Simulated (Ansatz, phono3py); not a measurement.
# Heat carried by phonons in CaO (Lime, Fm-3m), part 2 of 4

Wanted: κ(T), lifetimes and mean free paths for CaO (Lime).

Experimental results on record:
- thermal conductivity 27 W/m/K near room temperature (given in “Combining the AFLOW GIBBS and Elastic Libraries to efficiently and robustly screen thermo-mechanical properties of solids”, 2017, arXiv:1611.05714)
- thermal conductivity 27 W/m/K near room temperature (given in “Predicting the lattice thermal conductivity of solids by solving the Boltzmann transport equation: AFLOW - AAPL an automated, accurate and efficient framework”, 2017, arXiv:1611.05481)

Ansatz 0.2.0; DFT LDA, scalar-relativistic, plane waves, PAW; PAW set soft_1.

So far. Step 2 (A first coarse run): The start is under -7.4 GPa at this level and looks like an insulator or semiconductor on this mesh. Step 4 (Relaxing to small residual forces and stress): The residual pressure is -0.0036 GPa, small enough for phonons. The relaxed cell has a = 4.707 Å (conventional setting).

## Step 6: A cheap rung

A small supercell and a short cutoff cost little, and show how far such settings carry.

input.yaml reads:

```yaml
crystal:
  lattice:
    - [0.0, 2.3536805413, 2.3536805413]
    - [2.3536805413, 0.0, 2.3536805413]
    - [2.3536805413, 2.3536805413, 0.0]
  atoms:
    - { symbol: Ca, position: [0.0, 0.0, 0.0] }
    - { symbol: O, position: [0.5, 0.5, 0.5] }
kpoints:
  mp_grid: { grid: [6, 6, 6] }
hamiltonian:
  xc: lda
  pseudopotentials: { kind: paw, azcp: { folder: soft_1 }, xc_functional: pbe }
scf:
  occupations: { method: fixed }
  lower_state_search: "off"
output:
  eigenvalues: true
phonons:
  method: fd
  dielectric: true
  supercell: [2, 2, 2]
  temperatures: { t_max: 1000, t_step: 50 }
  qpath:
    path:
      - [[0.0, 0.0, 0.0], [0.5, 0.0, 0.5], [0.625, 0.25, 0.625]]
      - [[0.375, 0.375, 0.75], [0.0, 0.0, 0.0], [0.5, 0.5, 0.5], [0.5, 0.25, 0.75], [0.5, 0.0, 0.5]]
    npoints: 10
  third_order: { supercell: [2, 2, 2], pair_cutoff: 2.504 }
  lattice_thermal_conductivity:
    qmesh: [13, 13, 13]
    temperatures: [100.0, 150.0, 200.0, 300.0, 400.0, 500.0, 600.0, 800.0]
    isotope_mass_variance:
      - { species: Ca, variance: 0.0002976 }
      - { species: O, variance: 3.359e-05 }
```

Command:

```
$ ansatz run input.yaml --threads 8 --pin off --max-ram 19456MiB --backend cpu --events-out ev --progress --plain --runs-dir out
```

Numbers of over 12 decimals in the logs are rounded to 6 here.

The log of the run:

```text
Warning: phonons.dielectric: true without phonons.rigid_motions: the static dielectric tensor ε⁰ will be withheld (ε∞, Z* and the rows of modes are given); for a crystal or a slab, whose only rigid motions are the translations, set phonons.rigid_motions: translations
Warning: phonons.third_order: as it is cut ahead of every solve, the batch solves 33 displaced supercells where 26 would do. It runs under 12 of the 384 operations that the crystal's space group holds on the batch's supercell: the batch's rule counts something of the run as laid on the whole of a grid (at basis.xc_grid: 1 a core's charge, or its kinetic-energy density under a functional that reads it; or a nonlocal correlation kernel at every level), which only an operation that permutes or reverses the grid's axes can carry. The force constants lose no accuracy. For the smaller batch, where no nonlocal correlation is read, try basis.xc_grid above 1; [rest of the remark cut]
[...]
Crystal: 16 atoms, lattice volume = 208.623 Å³
Basis set: ecut = 420 eV, 4015 PW (Γ)
Bands: 80, of which v1, the nominal top of the filled ones, is band 64 counted from 1 (63 counted from 0)
Symmetry: 384 space group operations
k-points: 4 of 27
[...]
SCF iter   1: F=—  HF=-18653.182663 eV  |F-HF|=—  |Δ(HF+E_count)|=         —  Δρ=4.74e-8  dr2=3.77e-12  ethr=1.00e-12  ⟨swp⟩=3.0  Hψ=791  notcnv=0  defer=3
[...]
SCF iter   2: F=-18653.182663 eV  HF=-18653.182663 eV  |F-HF|=0.00e0  |Δ(HF+E_count)|=  3.64e-12  Δρ=2.44e-8  dr2=5.85e-13  ethr=1.00e-12  ⟨swp⟩=5.8  Hψ=738  notcnv=0
SCF 1 converged in 2 iterations: F = -18653.182663 eV  dr2 = 5.85e-13
[...]
Crystal: 2 atoms, lattice volume = 26.078 Å³
Basis set: ecut = 420 eV, 531 PW (Γ), exchange–correlation on 48×48×48 points (8 copies of the dense FFT grid, shifted against one another)
Bands: 12, of which v1, the nominal top of the filled ones, is band 8 counted from 1 (7 counted from 0)
Symmetry: 48 space group operations
k-points: 30 of 216 (irreducible under 8 space group operations, time reversal used)
[...]
SCF iter   4: F=-2331.647833 eV  HF=-2331.647833 eV  |F-HF|=2.05e-11  |Δ(HF+E_count)|=  3.23e-11  Δρ=6.68e-7  dr2=4.57e-11  ethr=1.00e-12  ⟨swp⟩=4.0  Hψ=1445  notcnv=0
SCF 2 converged in 4 iterations: F = -2331.647833 eV  dr2 = 4.57e-11
[...]
NSCF: frozen V_eff on 2 k-points
DFPT response loops at Γ: preconditioner auto → none (the input reference at scf.mixing.eps_inf says where Resta's filter doesn't serve); β = 0.50; Broyden in place of MSR1
Symmetry: 8 space group operations
k-points: 6 of 27 (time reversal used)
[...]
SCF iter   8: F=-18653.182633 eV  HF=-18653.182633 eV  |F-HF|=3.64e-12  |Δ(HF+E_count)|=  7.28e-12  Δρ=4.17e-8  dr2=2.68e-12  ethr=1.00e-12  ⟨swp⟩=4.0  Hψ=1781  notcnv=0
SCF 3 converged in 8 iterations: F = -18653.182633 eV  dr2 = 2.68e-12
Symmetry: 4 space group operations
k-points: 8 of 27 (time reversal used)
[...]
SCF iter   7: F=-18653.182641 eV  HF=-18653.182641 eV  |F-HF|=0.00e0  |Δ(HF+E_count)|=    0.00e0  Δρ=2.68e-8  dr2=1.11e-12  ethr=1.00e-12  ⟨swp⟩=5.0  Hψ=2339  notcnv=0
SCF 4 converged in 7 iterations: F = -18653.182641 eV  dr2 = 1.11e-12
[...]
Symmetry: 12 space group operations
k-points: 6 of 27
[...]
SCF iter   2: F=-18653.182663 eV  HF=-18653.182663 eV  |F-HF|=9.46e-11  |Δ(HF+E_count)|=   2.02e-6  Δρ=2.62e-7  dr2=1.08e-10  ethr=1.00e-12  ⟨swp⟩=4.8  Hψ=1519  notcnv=0
SCF 5 converged in 2 iterations: F = -18653.182663 eV  dr2 = 1.08e-10
Symmetry: 6 space group operations
[...]
SCF iter   8: F=-18653.178351 eV  HF=-18653.178351 eV  |F-HF|=6.91e-11  |Δ(HF+E_count)|=   1.01e-9  Δρ=5.16e-7  dr2=4.10e-10  ethr=1.00e-12  ⟨swp⟩=2.3  Hψ=1479  notcnv=0
SCF 6 converged in 8 iterations: F = -18653.178351 eV  dr2 = 4.10e-10
Symmetry: 2 space group operations
k-points: 10 of 27 (time reversal used)
[...]
SCF iter   8: F=-18653.169035 eV  HF=-18653.169035 eV  |F-HF|=8.00e-11  |Δ(HF+E_count)|=   2.43e-9  Δρ=7.31e-7  dr2=7.45e-10  ethr=1.00e-12  ⟨swp⟩=3.1  Hψ=2876  notcnv=0
SCF 7 converged in 8 iterations: F = -18653.169035 eV  dr2 = 7.45e-10
[...]
SCF iter   8: F=-18653.179018 eV  HF=-18653.179018 eV  |F-HF|=6.18e-11  |Δ(HF+E_count)|=  8.59e-10  Δρ=4.74e-7  dr2=3.47e-10  ethr=1.00e-12  ⟨swp⟩=2.3  Hψ=2483  notcnv=0
SCF 8 converged in 8 iterations: F = -18653.179018 eV  dr2 = 3.47e-10
Symmetry: 1 space group operations
k-points: 14 of 27 (time reversal used)
[...]
SCF iter   1: F=—  HF=-18653.177791 eV  |F-HF|=—  |Δ(HF+E_count)|=         —  Δρ=1.61e-3  dr2=6.40e-3  ethr=5.22e-6  ⟨swp⟩=2.9  Hψ=4403  notcnv=0  defer=192
[...]
SCF iter   3: F=—  HF=-18653.172628 eV  |F-HF|=—  |Δ(HF+E_count)|=   1.07e-4  Δρ=1.92e-4  dr2=6.27e-5  ethr=6.30e-7  ⟨swp⟩=2.0  Hψ=983  notcnv=0  defer=129
[...]
SCF iter   8: F=-18653.172358 eV  HF=-18653.172358 eV  |F-HF|=2.55e-11  |Δ(HF+E_count)|=   2.82e-9  Δρ=3.89e-7  dr2=1.97e-10  ethr=1.00e-12  ⟨swp⟩=2.8  Hψ=2610  notcnv=0
SCF 30 converged in 8 iterations: F = -18653.172358 eV  dr2 = 1.97e-10
[...]
SCF iter   8: F=-18653.174771 eV  HF=-18653.174771 eV  |F-HF|=8.73e-11  |Δ(HF+E_count)|=  4.37e-10  Δρ=4.88e-7  dr2=3.53e-10  ethr=1.00e-12  ⟨swp⟩=2.3  Hψ=3466  notcnv=0
SCF 31 converged in 8 iterations: F = -18653.174771 eV  dr2 = 3.53e-10
[...]
SCF iter   8: F=-18653.175405 eV  HF=-18653.175405 eV  |F-HF|=1.06e-10  |Δ(HF+E_count)|=  5.35e-10  Δρ=4.91e-7  dr2=3.30e-10  ethr=1.00e-12  ⟨swp⟩=2.3  Hψ=3494  notcnv=0
SCF 32 converged in 8 iterations: F = -18653.175405 eV  dr2 = 3.30e-10
[...]
SCF iter   8: F=-18653.174487 eV  HF=-18653.174487 eV  |F-HF|=9.82e-11  |Δ(HF+E_count)|=  6.04e-10  Δρ=4.85e-7  dr2=3.27e-10  ethr=1.00e-12  ⟨swp⟩=4.1  Hψ=2348  notcnv=0
SCF 33 converged in 8 iterations: F = -18653.174487 eV  dr2 = 3.27e-10
[...]
SCF iter   8: F=-18653.175435 eV  HF=-18653.175435 eV  |F-HF|=2.18e-11  |Δ(HF+E_count)|=  9.13e-10  Δρ=5.79e-7  dr2=5.09e-10  ethr=1.00e-12  ⟨swp⟩=2.7  Hψ=2496  notcnv=0
SCF 34 converged in 8 iterations: F = -18653.175435 eV  dr2 = 5.09e-10
[...]
SCF iter   8: F=-18653.174864 eV  HF=-18653.174864 eV  |F-HF|=9.82e-11  |Δ(HF+E_count)|=  4.80e-10  Δρ=4.88e-7  dr2=3.40e-10  ethr=1.00e-12  ⟨swp⟩=4.1  Hψ=2357  notcnv=0
SCF 35 converged in 8 iterations: F = -18653.174864 eV  dr2 = 3.40e-10
[...]
SCF iter   8: F=-18653.175543 eV  HF=-18653.175543 eV  |F-HF|=1.38e-10  |Δ(HF+E_count)|=   1.27e-9  Δρ=6.47e-7  dr2=6.47e-10  ethr=1.00e-12  ⟨swp⟩=2.4  Hψ=2533  notcnv=0
SCF 36 converged in 8 iterations: F = -18653.175543 eV  dr2 = 6.47e-10
[...]
SCF iter   8: F=-18653.174768 eV  HF=-18653.174768 eV  |F-HF|=8.00e-11  |Δ(HF+E_count)|=  4.77e-10  Δρ=4.77e-7  dr2=3.33e-10  ethr=1.00e-12  ⟨swp⟩=2.1  Hψ=3490  notcnv=0
SCF 37 converged in 8 iterations: F = -18653.174768 eV  dr2 = 3.33e-10
[...]
SCF iter   8: F=-18653.175402 eV  HF=-18653.175402 eV  |F-HF|=1.02e-10  |Δ(HF+E_count)|=  4.58e-10  Δρ=4.96e-7  dr2=3.41e-10  ethr=1.00e-12  ⟨swp⟩=2.1  Hψ=3491  notcnv=0
SCF 38 converged in 8 iterations: F = -18653.175402 eV  dr2 = 3.41e-10
SCF converged after 2 iterations
Free energy (F): -18653.182663 eV
[...]
Internal energy: -18653.182663 eV  (E = F + TS)
E sigma→0 (E₀):  -18653.182663 eV
Fermi energy:    8.008235 eV
[...]
--- Band table (eV) ---
  k-point 0: bands = [... 60 lower, 7.6497, 8.0082, 8.0082, 8.0082, 11.4563, 11.4563, 11.4563, 13.0991, ... 12 higher]
  k-point 1: bands = [... 60 lower, 7.3886, 7.3886, 7.6106, 7.6106, 12.3939, 12.3939, 12.3939, 14.1331, ... 12 higher]
  k-point 2: bands = [... 60 lower, 7.6498, 7.6498, 7.8114, 7.8114, 11.9878, 12.9849, 12.9849, 13.3353, ... 12 higher]
  k-point 3: bands = [... 60 lower, 7.2351, 7.4088, 7.4088, 7.5182, 13.2651, 13.2651, 13.3921, 13.3921, ... 12 higher]
--- Phonons: 2 displaced members + reference (amplitude 0.0025 Å, Σ member SCF iterations 15) ---
  symmetry images taken by strict's conditions (phonons.symmetry_images: auto; settled by a core's charge or kinetic-energy density on sites where symmetry forbids the force that would show it, while other sites can bear one)
  ASR residual: 1.716e-4 → 0.000e0 eV/Å²; symmetrization residual: 6.450e-5 eV/Å²
  largest component of a force at the reference: 1.3e-23 eV/Å
  ASR residual per site (eV/Å²): 7.33e-5 1.72e-4
  Γ frequencies (cm⁻¹): 0.00 0.00 0.00 290.37 290.37 290.37
  Unit cell's response to a homogeneous field, on a k mesh of 6×6×6: 1 representative field direction (Σ response iterations 7)
  ε∞ (high-frequency dielectric tensor):
        3.870743    -0.000000    -0.000000
        0.000000     3.870743    -0.000000
        0.000000    -0.000000     3.870743
  ε⁰ (static dielectric tensor): not given — the deck does not say what the cell's rigid motions are, and on a molecule in a box or a wire the rigid rotations would enter the sum over the modes at Γ. For a crystal or a slab, whose only rigid motions are the translations, set phonons.rigid_motions: translations.
  Born effective charges Z* (e; rows j = field, columns β = displacement):
    site 0:
         2.37525    0.00000   -0.00000
         0.00000    2.37525    0.00000
         0.00000   -0.00000    2.37525
    site 1:
        -2.37525   -0.00000    0.00000
        -0.00000   -2.37525   -0.00000
         0.00000    0.00000   -2.37525
  Z* charge neutrality: 1.414e-5 e pre-enforcement
  k-mesh period / interband length: 20.0 Å / 1.27 Å = 15.67 at k = (0.0000, 0.0000, 0.0000), direct gap 5.091 eV — 14 or more, which is no proof of convergence
  optical modes at Γ without the LO–TO term, one row a degenerate level:
      ω (cm⁻¹)  modes    IR ((D/Å)²/amu)
        290.37      3            34.1497
  optical modes at Γ + LO–TO along q̂ = [1.0000, 0.0000, 0.0000]:
      ω (cm⁻¹)  modes    IR ((D/Å)²/amu)
        290.37      2            22.7665
        569.95      1            11.3832
  optical modes at Γ + LO–TO along q̂ = [0.0000, 1.0000, 0.0000]:
      ω (cm⁻¹)  modes    IR ((D/Å)²/amu)
        290.37      2            22.7665
        569.95      1            11.3832
  optical modes at Γ + LO–TO along q̂ = [0.0000, 0.0000, 1.0000]:
      ω (cm⁻¹)  modes    IR ((D/Å)²/amu)
        290.37      2            22.7665
        569.95      1            11.3832
  density of states and harmonic sums: on the 24×24×24 q-mesh, interpolated from the force constants of a 2×2×2 supercell (with the dipole–dipole term)
  largest difference from the sums on the solved wave vectors: F 4.08e-2 eV, S 7.36e-5 and C_V 3.19e-5 eV/K
  zero-point energy: 0.111618 eV/cell   skipped modes (ω ≤ 0): 3   left out of the sums: 3.62e-5 of the cell's modes: C_V's classical limit lies that fraction below 3 k_B per atom; for a crystal, a wire or a layer, F and S can be off by more, and a phonons.interpolated_qmesh denser along its periods is the remedy for the sampling
--- Third-order force constants: 33 member SCFs in a 2×2×2 supercell (pair cutoff 2.504 Å, amplitude 0.03 Å, SCF threshold 1.00e-9 eV, Σ member SCF iterations 269) ---
[...]
38 force-constant blocks with the first atom in the home cell, fitted with 6 parameters over 4 symmetry orbits; no atom triplet left out
  sum-rule residual: 1.176e0 → 6.939e-17 eV/Å³; symmetrization residual: 1.398e-2 eV/Å³; largest sum-rule correction relative to its orbit: 4.646e-2, on the orbit of the block of home site 0 with site 1 of cell (-1, -1, 0) and site 0 of cell (0, 0, 0), whose norm before the correction was 1.558e1 eV/Å³
--- Lattice thermal conductivity: 13×13×13 mesh (84 irreducible points), tetrahedron method ---
  three-phonon and isotope scattering only; four-phonon, boundary and, in a metal, phonon-electron scattering are left out
  each conductivity is what the modes' populations carry and what the coherences between them add
  conductivity (a third of the tensor's trace), W/(m K), in the relaxation-time approximation and from the full solution:
       T (K)   relaxation time   full solution  iterations             ending  least Ritz value
      100.00          672.6381        675.3449           6          converged          6.903e-1
      150.00          389.8411        391.0597           7          converged          6.667e-1
      200.00          271.6377        272.3884           7          converged          6.535e-1
      300.00          171.7919        172.2204           7          converged          6.415e-1
      400.00          127.1484        127.4580           7          converged          6.361e-1
      500.00          101.4567        101.7041           7          converged          6.331e-1
      600.00           84.6196         84.8278           7          converged          6.311e-1
      800.00           63.7480         63.9081           7          converged          6.287e-1
```

The job ended after 69 s (8 threads of Arm Neoverse V1, shared host; peak memory 0.92 GiB).

Numbers from this step:

- Γ frequencies: 0, 0, 0, 290.4, 290.4, 290.4 cm⁻¹ (negative: imaginary)
- lowest frequency on the path: 0 cm⁻¹
- zero-point energy: 0.1116 eV/cell
- point group: m-3m
- highest frequency: 569.9 cm⁻¹
- Debye temperature from the second moment: 585 K
- κ at 300 K (relaxation time): 171.8 W/m/K
- κ at 300 K (full solution): 172.2 W/m/K
- dipole term: run
- mean free path at half of κ: 23100 nm
- share of κ above the three lowest branches: 0.024
- third-order blocks: 38
- periodic aliases dropped: 0
- largest relative sum-rule correction: 0.04646
- displaced cells, third order: 33

W/m/K. Kappa, by row:

| T (K) | RTA xx | RTA yy | RTA zz | full xx | full yy | full zz | coherence part xx | coherence part yy | coherence part zz | ending | iterations | least Ritz value |
| --- | --- | --- | --- | --- | --- | --- | --- | --- | --- | --- | --- | --- |
| 100 | 672.6 | 672.6 | 672.6 | 675.3 | 675.3 | 675.3 | 0.03535 | 0.03535 | 0.03535 | converged | 6 | 0.69 |
| 150 | 389.8 | 389.8 | 389.8 | 391.1 | 391.1 | 391.1 | 0.07683 | 0.07683 | 0.07683 | converged | 7 | 0.667 |
| 200 | 271.6 | 271.6 | 271.6 | 272.4 | 272.4 | 272.4 | 0.1028 | 0.1028 | 0.1028 | converged | 7 | 0.654 |
| 300 | 171.8 | 171.8 | 171.8 | 172.2 | 172.2 | 172.2 | 0.1365 | 0.1365 | 0.1365 | converged | 7 | 0.641 |
| 400 | 127.1 | 127.1 | 127.1 | 127.5 | 127.5 | 127.5 | 0.1624 | 0.1624 | 0.1624 | converged | 7 | 0.636 |
| 500 | 101.5 | 101.5 | 101.5 | 101.7 | 101.7 | 101.7 | 0.1846 | 0.1846 | 0.1846 | converged | 7 | 0.633 |
| 600 | 84.62 | 84.62 | 84.62 | 84.83 | 84.83 | 84.83 | 0.2044 | 0.2044 | 0.2044 | converged | 7 | 0.631 |
| 800 | 63.75 | 63.75 | 63.75 | 63.91 | 63.91 | 63.91 | 0.2385 | 0.2385 | 0.2385 | converged | 7 | 0.629 |

This rung gives 172 W/(m K) at 300 K by relaxation time, but with 16 atoms, 1 neighbour distance inside the cutoff and a 13×13×13 mesh it is a test, not the conductivity of the crystal.

[end of part 2 of 4]

[Logs are printed without paths, hosts, clocks, repeated set-up lines and the standing remarks that a program may print on its own settings, such as how far it seeks lower states.]

[Hosts, paths, dates, database ids (printed as entryN), source tags and the programs' standing remarks are cut or masked in the printed files.]

[A step with changed settings may run another functional than the one named; its input shows which.]

[Pressures of single members of a volume series are the stress at the run's cutoff; with an incomplete basis they can lie off −dE/dV of the same runs, and they are not shown converged.]
